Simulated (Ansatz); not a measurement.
# Decaying states in the gap of LuAsO3, part 2 of 4

A new crystal, LuAsO3: structure, gap and complex bands. It is built by putting As for Bi in the LuBiO3 structure of space group R3c, with the volume rescaled by atomic radii. The parent structure comes from the Materials Project.

Ansatz 0.2.0; r2SCAN DFT, plane waves, PAW files (the session's first sound run).

So far. Step 2 (Cell and atoms at rest): The largest force component on a free atom ends at 0.0014 eV/Å.

The structure was built from a prototype and need not be the compound's stable phase.

## Step 3: The bulk crystal and its band edges

The energy window and the wavevectors of the next steps follow from the band edges, so these are searched first, off the mesh as well.

The input, input.yaml:

```yaml
crystal:
  lattice:
    - [2.9866079534, 1.7243189059, 5.3251889804]
    - [-2.9866079534, 1.7243189059, 5.3251889804]
    - [0.0, -3.4486378117, 5.3251889804]
  atoms:
    - { symbol: Lu, position: [0.7803516127, 0.7803516127, 0.7803516127] }
    - { symbol: Lu, position: [0.2803516127, 0.2803516127, 0.2803516127] }
    - { symbol: As, position: [0.9582784715, 0.9582784715, 0.9582784715] }
    - { symbol: As, position: [0.4582784715, 0.4582784715, 0.4582784715] }
    - { symbol: O, position: [1.0374626269, 0.0375650806, 0.6079322084] }
    - { symbol: O, position: [0.5374626269, 0.1079322084, 0.5375650806] }
    - { symbol: O, position: [0.5375650806, 0.5374626269, 0.1079322084] }
    - { symbol: O, position: [0.6079322084, 1.0374626269, 0.0375650806] }
    - { symbol: O, position: [0.0375650806, 0.6079322084, 1.0374626269] }
    - { symbol: O, position: [0.1079322084, 0.5375650806, 0.5374626269] }
kpoints:
  mp_grid: { grid: [6, 6, 6] }
  band_path: { path: [VBM, CBM], npoints: 30 }
scf:
  occupations: { method: fixed }
hamiltonian:
  xc: r2scan
output:
  eigenvalues: true
  write_potential: true
  write_density: true
  volumetric_format: npy
```

Started as:

```bash
> ansatz run input.yaml --threads 2 --pin off --max-ram 4096MiB --backend cpu --events-out ev --progress --plain --runs-dir out
```

Numbers of over 12 decimals in the logs are rounded to 6 here.

The program printed:

```text
[...]
Crystal: 10 atoms, lattice volume = 164.544 Å³
Basis set: ecut = 500 eV, 4165 PW (Γ), exchange–correlation on 192×192×192 points (64 copies of the dense FFT grid, shifted against one another)
Bands: 70, of which v1, the nominal top of the filled ones, is band 58 counted from 1 (57 counted from 0)
Symmetry: 6 space group operations
[...]
k-points: 32 of 216 (time reversal used)
[...]
SCF iter   1: F=—  HF=-42637.962093 eV  |F-HF|=—  |Δ(HF+E_count)|=         —  Δρ=8.43e-3  dr2=8.11e-2  dr2_τ=4.63e-1  ethr=1.77e-3  ⟨swp⟩=4.8  Hψ=7919  notcnv=0  defer=292
[...]
SCF iter   9: F=-42638.113117 eV  HF=-42638.113117 eV  |F-HF|=2.42e-9  |Δ(HF+E_count)|=   3.62e-8  Δρ=4.55e-6  dr2=3.56e-8  dr2_τ=3.21e-9  ethr=8.62e-11  ⟨swp⟩=10.0  Hψ=9715  notcnv=0
SCF 1 converged in 9 iterations: F = -42638.113117 eV  dr2 = 3.56e-8
[...]
NSCF: frozen V_eff on 32 k-points
[...]
SCF converged after 9 iterations
Free energy (F): -42638.113117 eV
[...]
Internal energy: -42638.113117 eV  (E = F + TS)
E sigma→0 (E₀):  -42638.113117 eV
Fermi energy:    6.386882 eV
[...]
--- Band table (eV; the first three rows and the last of 32) ---
  k-point 0: bands = [... 54 lower, 5.7558, 5.7969, 5.9872, 6.3218, 11.8757, 11.8757, 12.8942, 13.3822, ... 8 higher]
  k-point 1: bands = [... 54 lower, 5.9009, 5.9330, 6.0611, 6.2341, 11.7032, 11.9999, 12.8226, 13.1457, ... 8 higher]
  k-point 2: bands = [... 54 lower, 5.7589, 6.0247, 6.1953, 6.2928, 11.5605, 12.2141, 12.3085, 13.0158, ... 8 higher]
  k-point 31: bands = [... 54 lower, 6.0860, 6.0860, 6.1429, 6.1429, 12.0295, 12.0295, 12.3309, 12.3309, ... 8 higher]
```

The job ended after 3 min (2 threads of Arm Neoverse V1, shared host; peak memory 0.98 GiB; 5.9 min of CPU time).

In the SCF lines HF is the Harris–Foulkes energy and dr2 the Hartree energy of the density residual, in eV; the loop may stop once dr2 is under the threshold and the program's other checks hold. Hψ counts applications of the Hamiltonian.

This step gave:

| Quantity | Value |
| --- | --- |
| Fermi energy | 6.387 eV |
| gap on the k-mesh | 4.620 eV |
| gap on path | 4.619 eV, by band count; negative where bands overlap |
| direct gap on path | 4.778 eV |
| edge places on path | 0, 1.005 1/A along the path |

Electronic bands along the path, in eV, zero at the Fermi level (highest filled level under fixed occupations); v1 is the highest filled band, c1 the lowest empty one:

| point | v4 | v3 | v2 | v1 | c1 | c2 | c3 | c4 |
| --- | --- | --- | --- | --- | --- | --- | --- | --- |
| VBM | -0.75 | -0.70 | -0.05 | 0.00 | 5.19 | 5.26 | 6.30 | 6.33 |
| halfway | -0.66 | -0.44 | -0.12 | -0.06 | 5.20 | 5.60 | 5.99 | 6.56 |
| CBM | -0.58 | -0.57 | -0.22 | -0.16 | 4.62 | 5.82 | 6.16 | 6.35 |

The searched edges give 4.62 eV, as on the mesh.

## Step 4: Complex bands, plane (101)

This step: r2SCAN DFT, plane waves, PAW files; complex bands by layer matching along the plane's normal (Ansatz 0.2.0).

The same crystal is laid in a cell whose first two vectors span the (101) plane (indices of the standard conventional cell, whose axes can be ordered otherwise than in the bulk input). At fixed energy and wavevector in the plane the solver finds all kz, real and complex. A few wavevectors are listed, (0, 0) and (-0.5, 0) in units of the plane's reciprocal vectors; the slowest state needn't be among them.

The input, input.yaml:

```yaml
crystal:
  lattice:
    - [6.344347124, 0.0, 0.0]
    - [2.81189755, 5.269965886, 0.0]
    - [2.81189755, 1.884810361, 4.921385002]
  atoms:
    - { symbol: Lu, position: [0.3410548381, 0.2196483873, 0.2196483873] }
    - { symbol: Lu, position: [0.8410548381, 0.7196483873, 0.7196483873] }
    - { symbol: As, position: [0.8748354145, 0.0417215285, 0.0417215285] }
    - { symbol: As, position: [0.3748354145, 0.5417215285, 0.5417215285] }
    - { symbol: O, position: [0.6829599159, 0.9624349194, 0.3920677916] }
    - { symbol: O, position: [0.1829599159, 0.8920677916, 0.4624349194] }
    - { symbol: O, position: [0.1829599159, 0.4625373731, 0.8920677916] }
    - { symbol: O, position: [0.6829599159, 0.9625373731, 0.9624349194] }
    - { symbol: O, position: [0.6829599159, 0.3920677916, 0.9625373731] }
    - { symbol: O, position: [0.1829599159, 0.4624349194, 0.4625373731] }
kpoints:
  mp_grid: { grid: [6, 6, 6] }
scf:
  occupations: { method: fixed }
hamiltonian:
  xc: r2scan
output:
  eigenvalues: true
  transmission:
    leads: [[0, 0]]
    kpoints: [[0.0, 0.0], [-0.5, 0.0]]
    e_range: [-1.0, 5.62]
    de: 0.13
```

The program printed:

```text
[...]
Crystal: 10 atoms, lattice volume = 164.544 Å³
Basis set: ecut = 500 eV, 4165 PW (Γ), exchange–correlation on 192×180×180 points (64 copies of the dense FFT grid, shifted against one another)
Bands: 70, of which v1, the nominal top of the filled ones, is band 58 counted from 1 (57 counted from 0)
Symmetry: 6 space group operations
[...]
k-points: 32 of 216 (time reversal used)
[...]
SCF iter   1: F=—  HF=-42637.962135 eV  |F-HF|=—  |Δ(HF+E_count)|=         —  Δρ=8.43e-3  dr2=8.12e-2  dr2_τ=4.63e-1  ethr=1.77e-3  ⟨swp⟩=4.8  Hψ=7927  notcnv=0  defer=293
[...]
SCF iter   9: F=-42638.113117 eV  HF=-42638.113117 eV  |F-HF|=2.41e-9  |Δ(HF+E_count)|=   3.68e-8  Δρ=4.55e-6  dr2=3.57e-8  dr2_τ=3.21e-9  ethr=8.62e-11  ⟨swp⟩=9.9  Hψ=9772  notcnv=0
SCF 1 converged in 9 iterations: F = -42638.113117 eV  dr2 = 3.57e-8
[...]
transmission: 9 of 18 steps passed
transmission: 18 of 18 steps passed
SCF converged after 9 iterations
Free energy (F): -42638.113117 eV
[...]
Internal energy: -42638.113117 eV  (E = F + TS)
E sigma→0 (E₀):  -42638.113117 eV
Fermi energy:    6.386882 eV
[...]
--- Band table (eV; the first three rows and the last of 32) ---
  k-point 0: bands = [... 54 lower, 5.7558, 5.7969, 5.9872, 6.3218, 11.8757, 11.8757, 12.8942, 13.3822, ... 8 higher]
  k-point 1: bands = [... 54 lower, 5.9009, 5.9330, 6.0611, 6.2341, 11.7032, 11.9999, 12.8226, 13.1457, ... 8 higher]
  k-point 2: bands = [... 54 lower, 5.7589, 6.0247, 6.1953, 6.2928, 11.5605, 12.2141, 12.3085, 13.0158, ... 8 higher]
  k-point 31: bands = [... 54 lower, 6.0860, 6.0860, 6.1429, 6.1429, 12.0295, 12.0295, 12.3309, 12.3309, ... 8 higher]
--- Transmission ---
  basis      : 351 plane waves across, 9 finite elements along
  points     : 2, as listed
  energies   : 51 from -1.000000 to 5.500000 eV about the Fermi level, 0.130000 eV apart; the leads are filled to 2.309874 eV, and channels, transmission and decay are at 2.250000 eV
  crystal 0  : Lu2O6As2, at the sites [0, 0], period 4.9214 Å: whole cells are its period
    offset         : up to 0.0000 Å between an atom of the period and one for which it stands
    channels       : 0.000000e0 a spin
    conductance    : none, the energies end too early or step too widely for 300 K: set another output.transmission.e_range or a lower de, or, where they end at an eighth of basis.ecutwfc, a higher one
    slowest decay  : 0.5924 /Å at (0.0000, 0.0000)
```

Elapsed: 3.3 min, on 2 threads; peak memory 1.6 GiB.

Numbers from this step:

| Quantity | Value |
| --- | --- |
| level to which the leads are filled | 2.310 eV from the Fermi level |
| decay constant at the filling level, zone centre | 0.5924 Å⁻¹ |
| decay constant at the filling level, slowest listed point | 0.5924 Å⁻¹ |

K parallel (0, 0); values up to 1.5 1/Å, a degenerate pair printed once or twice; energies at which all values exceed this have no row. Table of Im kz of the slowest decaying states by energy, zero at the highest filled level on the SCF mesh:

| energy (eV) | decay 1 (Å⁻¹) | decay 2 (Å⁻¹) | decay 3 (Å⁻¹) | decay 4 (Å⁻¹) |
| --- | --- | --- | --- | --- |
| -1.00 | 0.274 | 0.324 | 0.406 | 0.412 |
| -0.74 | 0.198 | 0.227 | 0.413 | 0.555 |
| -0.35 | 0.158 | 0.387 | 0.513 | 0.676 |
| 0.04 | 0.168 | 0.221 | 0.458 | 0.580 |
| 0.30 | 0.342 | 0.386 | 0.521 | 0.614 |
| 0.56 | 0.432 | 0.479 | 0.568 | 0.641 |
| 0.95 | 0.509 | 0.570 | 0.619 | 0.674 |
| 1.34 | 0.551 | 0.630 | 0.656 | 0.699 |
| 1.60 | 0.568 | 0.661 | 0.675 | 0.713 |
| 1.86 | 0.581 | 0.685 | 0.691 | 0.724 |
| 2.25 | 0.592 | 0.710 | 0.712 | 0.731 |
| 2.64 | 0.597 | 0.715 | 0.724 | 0.731 |
| 2.90 | 0.596 | 0.703 | 0.732 | 0.739 |
| 3.16 | 0.593 | 0.690 | 0.703 | 0.746 |
| 3.55 | 0.581 | 0.643 | 0.671 | 0.743 |
| 3.94 | 0.562 | 0.593 | 0.668 | 0.681 |
| 4.20 | 0.543 | 0.555 | 0.612 | 0.685 |
| 4.46 | 0.457 | 0.511 | 0.617 | 0.682 |
| 4.85 | 0.301 | 0.424 | 0.619 | 0.670 |
| 5.24 | 0.281 | 0.599 | 0.638 | 0.651 |
| 5.50 | 0.0454 | 0.577 | 0.589 | 0.635 |

K parallel (-0.5, 0); values up to 1.5 1/Å, a degenerate pair printed once or twice; energies at which all values exceed this have no row. The Im kz of the slowest decaying states by energy, zero at the highest filled level on the SCF mesh:

| energy (eV) | decay 1 (Å⁻¹) | decay 2 (Å⁻¹) | decay 3 (Å⁻¹) | decay 4 (Å⁻¹) |
| --- | --- | --- | --- | --- |
| -1.000 | 0.230 | 0.315 | 0.362 | 0.404 |
| -0.480 | 0.319 | 0.359 | 0.533 | 0.594 |
| 0.040 | 0.319 | 0.428 | 0.534 | 0.608 |
| 0.560 | 0.470 | 0.641 | 0.653 | 0.661 |
| 0.950 | 0.530 | 0.664 | 0.696 | 0.700 |
| 1.470 | 0.581 | 0.660 | 0.730 | 0.740 |
| 1.990 | 0.610 | 0.647 | 0.678 | 0.766 |
| 2.510 | 0.618 | 0.624 | 0.625 | 0.782 |
| 3.030 | 0.548 | 0.593 | 0.629 | 0.791 |
| 3.550 | 0.461 | 0.551 | 0.621 | 0.796 |
| 3.940 | 0.375 | 0.512 | 0.608 | 0.797 |
| 4.460 | 0.188 | 0.444 | 0.578 | 0.771 |
| 4.980 | 0.349 | 0.526 | 0.705 | 0.723 |
| 5.500 | 0.165 | 0.421 | 0.620 | 0.663 |

At the listed wavevectors the last open channel is at -0.09 eV and the next at +4.72 eV on the grid. At +2.25 eV, the grid energy nearest the filling level (the middle of the gap on the SCF mesh), the slowest state at the listed wavevectors decays with κ = 0.592 Å⁻¹, its amplitude falling by e over 1.7 Å. Through 1 nm of this crystal that state's transmission falls by exp(−2 × 0.592 Å⁻¹ × 10 Å) = 7.2e-6.

## Step 5: Decay over the two-dimensional zone

The listed points could miss the slowest state, so one energy near mid-gap is solved on a mesh of 8×8.

input.yaml, as its differences from that of step 4:

```diff
@@ -24,6 +24,2 @@
   eigenvalues: true
-  transmission:
-    leads: [[0, 0]]
-    kpoints: [[0.0, 0.0], [-0.5, 0.0]]
-    e_range: [-1.0, 5.62]
-    de: 0.13
+  transmission: { leads: [[0, 0]], kmesh: [8, 8], e_range: [2.31, 2.32], de: 0.05 }
```

The program printed:

```text
[...]
Crystal: 10 atoms, lattice volume = 164.544 Å³
Basis set: ecut = 500 eV, 4165 PW (Γ), exchange–correlation on 192×180×180 points (64 copies of the dense FFT grid, shifted against one another)
Bands: 70, of which v1, the nominal top of the filled ones, is band 58 counted from 1 (57 counted from 0)
Symmetry: 6 space group operations
[...]
k-points: 32 of 216 (time reversal used)
[...]
SCF iter   1: F=—  HF=-42637.962135 eV  |F-HF|=—  |Δ(HF+E_count)|=         —  Δρ=8.43e-3  dr2=8.12e-2  dr2_τ=4.63e-1  ethr=1.77e-3  ⟨swp⟩=4.8  Hψ=7927  notcnv=0  defer=293
[...]
SCF iter   9: F=-42638.113117 eV  HF=-42638.113117 eV  |F-HF|=2.41e-9  |Δ(HF+E_count)|=   3.68e-8  Δρ=4.55e-6  dr2=3.57e-8  dr2_τ=3.21e-9  ethr=8.62e-11  ⟨swp⟩=9.9  Hψ=9772  notcnv=0
SCF 1 converged in 9 iterations: F = -42638.113117 eV  dr2 = 3.57e-8
[...]
transmission: 36 of 189 steps passed
transmission: 54 of 189 steps passed
[...]
transmission: 189 of 189 steps passed
SCF converged after 9 iterations
Free energy (F): -42638.113117 eV
[...]
Internal energy: -42638.113117 eV  (E = F + TS)
E sigma→0 (E₀):  -42638.113117 eV
Fermi energy:    6.386882 eV
[...]
--- Band table (eV; the first three rows and the last of 32) ---
  k-point 0: bands = [... 54 lower, 5.7558, 5.7969, 5.9872, 6.3218, 11.8757, 11.8757, 12.8942, 13.3822, ... 8 higher]
  k-point 1: bands = [... 54 lower, 5.9009, 5.9330, 6.0611, 6.2341, 11.7032, 11.9999, 12.8226, 13.1457, ... 8 higher]
  k-point 2: bands = [... 54 lower, 5.7589, 6.0247, 6.1953, 6.2928, 11.5605, 12.2141, 12.3085, 13.0158, ... 8 higher]
  k-point 31: bands = [... 54 lower, 6.0860, 6.0860, 6.1429, 6.1429, 12.0295, 12.0295, 12.3309, 12.3309, ... 8 higher]
--- Transmission ---
  basis      : 351 plane waves across, 9 finite elements along
  points     : 21, standing for a mesh of 8 x 8
  energies   : 1 from 2.310000 to 2.310000 eV about the Fermi level; the leads are filled to 2.309874 eV, and channels, transmission and decay are at 2.310000 eV
  crystal 0  : Lu2O6As2, at the sites [0, 0], period 4.9214 Å: whole cells are its period
[...]
channels       : 0.000000e0 a spin
    conductance    : none, crystal 0 has no channel at the energies, or these end too early or step too widely for 300 K: set another output.transmission.e_range or a lower de, or, where they end at an eighth of basis.ecutwfc, a higher one
    slowest decay  : 0.5826 /Å at (0.0000, 0.5000)
```

Elapsed: 2.9 min, on 2 threads; peak memory 1.6 GiB.

This step gave:

```
least decay constant on the mesh : 0.5826 Å⁻¹
```

Slowest decay constant (1/Å; 0 where a channel is open) over k1 and k2. At 2.3100 eV from the Fermi level.

Values, 8 rows by 8 columns:
```
0.594 0.603 0.603 0.594 0.602 0.625 0.625 0.602
0.623 0.624 0.623 0.628 0.650 0.658 0.650 0.628
0.625 0.625 0.622 0.632 0.613 0.613 0.632 0.622
0.621 0.607 0.611 0.604 0.594 0.604 0.611 0.607
0.625 0.622 0.632 0.613 0.613 0.632 0.622 0.625
0.623 0.628 0.650 0.658 0.650 0.628 0.623 0.624
0.594 0.602 0.625 0.625 0.602 0.594 0.603 0.603
0.583 0.592 0.605 0.592 0.583 0.592 0.605 0.592
```
Columns: k1 (b1) from -0.5 to 0.375; rows upwards: k2 (b2) from -0.5 to 0.375.

The least value on the mesh is 0.583 Å⁻¹ at +2.31 eV. At that energy the listed points give about 0.593 Å⁻¹ by interpolation, so the mesh holds no clearly slower state.

## Step 6: Decaying states in the gap, plane (001)

The same for the (001) plane, at (0, 0) and (-0.5, 0), to see how the decay depends on direction.

The input, input.yaml:

```yaml
crystal:
  lattice:
    - [5.973215907, 0.0, 0.0]
    - [2.986607953, 5.172956718, 0.0]
    - [2.986607953, -1.724318906, 5.32518898]
  atoms:
    - { symbol: Lu, position: [0.5607032254, 0.2196483873, 0.6589451619] }
    - { symbol: Lu, position: [0.5607032254, 0.7196483873, 0.1589451619] }
    - { symbol: As, position: [0.916556943, 0.0417215285, 0.1251645855] }
    - { symbol: As, position: [0.916556943, 0.5417215285, 0.6251645855] }
    - { symbol: O, position: [0.0750277075, 0.9624349194, 0.3170400841] }
    - { symbol: O, position: [0.6453948353, 0.8920677916, 0.8170400841] }
    - { symbol: O, position: [0.0750277075, 0.4625373731, 0.8170400841] }
    - { symbol: O, position: [0.6453948353, 0.9625373731, 0.3170400841] }
    - { symbol: O, position: [0.645497289, 0.3920677916, 0.3170400841] }
    - { symbol: O, position: [0.645497289, 0.4624349194, 0.8170400841] }
kpoints:
  mp_grid: { grid: [6, 6, 6] }
scf:
  occupations: { method: fixed }
hamiltonian:
  xc: r2scan
output:
  eigenvalues: true
  transmission:
    leads: [[0, 0]]
    kpoints: [[0.0, 0.0], [-0.5, 0.0]]
    e_range: [-1.0, 5.62]
    de: 0.17
```

The program printed:

```text
[...]
Crystal: 10 atoms, lattice volume = 164.544 Å³
Basis set: ecut = 500 eV, 4165 PW (Γ), exchange–correlation on 180×180×192 points (64 copies of the dense FFT grid, shifted against one another)
Bands: 70, of which v1, the nominal top of the filled ones, is band 58 counted from 1 (57 counted from 0)
Symmetry: 6 space group operations
[...]
k-points: 32 of 216 (time reversal used)
[...]
SCF iter   1: F=—  HF=-42637.962211 eV  |F-HF|=—  |Δ(HF+E_count)|=         —  Δρ=8.43e-3  dr2=8.12e-2  dr2_τ=4.63e-1  ethr=1.77e-3  ⟨swp⟩=4.8  Hψ=7922  notcnv=0  defer=295
[...]
SCF iter   9: F=-42638.113117 eV  HF=-42638.113117 eV  |F-HF|=2.06e-9  |Δ(HF+E_count)|=   3.64e-8  Δρ=4.53e-6  dr2=3.55e-8  dr2_τ=3.20e-9  ethr=8.62e-11  ⟨swp⟩=9.9  Hψ=9808  notcnv=0
SCF 1 converged in 9 iterations: F = -42638.113117 eV  dr2 = 3.55e-8
[...]
transmission: 10 of 20 steps passed
transmission: 20 of 20 steps passed
SCF converged after 9 iterations
Free energy (F): -42638.113117 eV
[...]
Internal energy: -42638.113117 eV  (E = F + TS)
E sigma→0 (E₀):  -42638.113117 eV
Fermi energy:    6.386883 eV
[...]
--- Band table (eV; the first three rows and the last of 32) ---
  k-point 0: bands = [... 54 lower, 5.7558, 5.7969, 5.9872, 6.3218, 11.8757, 11.8757, 12.8942, 13.3822, ... 8 higher]
  k-point 1: bands = [... 54 lower, 5.7911, 5.8741, 6.0068, 6.2964, 11.9228, 11.9228, 12.5031, 13.1066, ... 8 higher]
  k-point 2: bands = [... 54 lower, 5.9759, 6.0255, 6.0623, 6.2294, 12.0357, 12.0681, 12.0681, 12.4846, ... 8 higher]
  k-point 31: bands = [... 54 lower, 5.6593, 5.6593, 6.3631, 6.3631, 11.6015, 11.6015, 12.7019, 12.7019, ... 8 higher]
--- Transmission ---
  basis      : 313 plane waves across, 10 finite elements along
  points     : 2, as listed
[...]
crystal 0  : As2Lu2O6, at the sites [0, 0], period 5.3252 Å: whole cells are its period
[...]
channels       : 0.000000e0 a spin
[...]
slowest decay  : 0.5214 /Å at (0.0000, 0.0000)
```

Elapsed: 2.4 min, on 2 threads; peak memory 1.5 GiB.

Numbers from this step:

```
decay constant at the filling level, zone centre          : 0.5214 Å⁻¹
decay constant at the filling level, slowest listed point : 0.5214 Å⁻¹
```

K parallel (0, 0); values up to 1.5 1/Å, a degenerate pair printed once or twice; energies at which all values exceed this have no row. Im kz of the slowest decaying states against energy, zero at the highest filled level on the SCF mesh:

| energy (eV) | decay 1 (Å⁻¹) | decay 2 (Å⁻¹) | decay 3 (Å⁻¹) | decay 4 (Å⁻¹) |
| --- | --- | --- | --- | --- |
| -1.00 | 0.33 | 0.344 | 0.366 | 0.665 |
| -0.66 | 0.172 | 0.493 | 0.679 | 0.684 |
| -0.49 | 0.229 | 0.410 | 0.541 | 0.687 |
| -0.15 | 0.232 | 0.392 | 0.612 | 0.686 |
| 0.02 | 0.319 | 0.339 | 0.440 | 0.639 |
| 0.36 | 0.418 | 0.509 | 0.659 | 0.674 |
| 0.53 | 0.450 | 0.535 | 0.669 | 0.703 |
| 0.87 | 0.495 | 0.573 | 0.661 | 0.734 |
| 1.04 | 0.509 | 0.588 | 0.658 | 0.748 |
| 1.38 | 0.524 | 0.610 | 0.656 | 0.770 |
| 1.55 | 0.527 | 0.619 | 0.655 | 0.779 |
| 1.89 | 0.528 | 0.631 | 0.654 | 0.794 |
| 2.06 | 0.525 | 0.635 | 0.654 | 0.800 |
| 2.40 | 0.516 | 0.639 | 0.651 | 0.810 |
| 2.57 | 0.510 | 0.639 | 0.649 | 0.814 |
| 2.91 | 0.495 | 0.638 | 0.644 | 0.820 |
| 3.08 | 0.485 | 0.635 | 0.640 | 0.822 |
| 3.42 | 0.463 | 0.627 | 0.632 | 0.823 |
| 3.59 | 0.450 | 0.622 | 0.628 | 0.823 |
| 3.93 | 0.420 | 0.607 | 0.617 | 0.807 |
| 4.10 | 0.403 | 0.598 | 0.610 | 0.786 |
| 4.44 | 0.363 | 0.573 | 0.596 | 0.737 |
| 4.61 | 0.339 | 0.557 | 0.588 | 0.710 |
| 4.95 | 0.281 | 0.508 | 0.571 | 0.650 |
| 5.12 | 0.244 | 0.464 | 0.561 | 0.617 |
| 5.46 | 0.128 | 0.152 | 0.539 | 0.581 |

K parallel (-0.5, 0); values up to 1.5 1/Å, a degenerate pair printed once or twice; energies at which all values exceed this have no row. The Im kz of the slowest decaying states by energy, zero at the highest filled level on the SCF mesh:

| energy (eV) | decay 1 (Å⁻¹) | decay 2 (Å⁻¹) | decay 3 (Å⁻¹) | decay 4 (Å⁻¹) |
| --- | --- | --- | --- | --- |
| -1.00 | 0.140 | 0.166 | 0.358 | 0.605 |
| -0.49 | 0.240 | 0.306 | 0.327 | 0.343 |
| -0.15 | 0.530 | 0.541 | 0.559 | 0.618 |
| 0.02 | 0.280 | 0.585 | 0.589 | 0.590 |
| 0.36 | 0.583 | 0.618 | 0.654 | 0.659 |
| 0.87 | 0.643 | 0.662 | 0.713 | 0.718 |
| 1.38 | 0.586 | 0.657 | 0.756 | 0.761 |
| 1.72 | 0.560 | 0.656 | 0.778 | 0.784 |
| 2.23 | 0.526 | 0.647 | 0.806 | 0.814 |
| 2.74 | 0.489 | 0.628 | 0.714 | 0.815 |
| 3.08 | 0.459 | 0.611 | 0.679 | 0.804 |
| 3.59 | 0.400 | 0.577 | 0.634 | 0.782 |
| 4.10 | 0.309 | 0.532 | 0.590 | 0.753 |
| 4.61 | 0.0468 | 0.471 | 0.541 | 0.715 |
| 4.95 | 0.418 | 0.504 | 0.635 | 0.680 |
| 5.46 | 0.373 | 0.409 | 0.438 | 0.619 |

At the listed wavevectors the last open channel is at -0.15 eV and the next at +4.78 eV on the grid. At +2.23 eV, the grid energy nearest the filling level (the middle of the gap on the SCF mesh), the slowest state at the listed wavevectors decays with κ = 0.521 Å⁻¹, its amplitude falling by e over 1.9 Å; the first such run, plane (101), gave 0.592 Å⁻¹.

(Part 2 of 4 ends here.)

[Logs are printed without paths, hosts, clocks, repeated set-up lines and the standing remarks that a program may print on its own settings, such as how far it seeks lower states.]

[Hosts, paths, dates, database ids (printed as entryN), source tags and the programs' standing remarks are cut or masked in the printed files.]

[New means built here by substitution; the compound itself may be known and measured.]
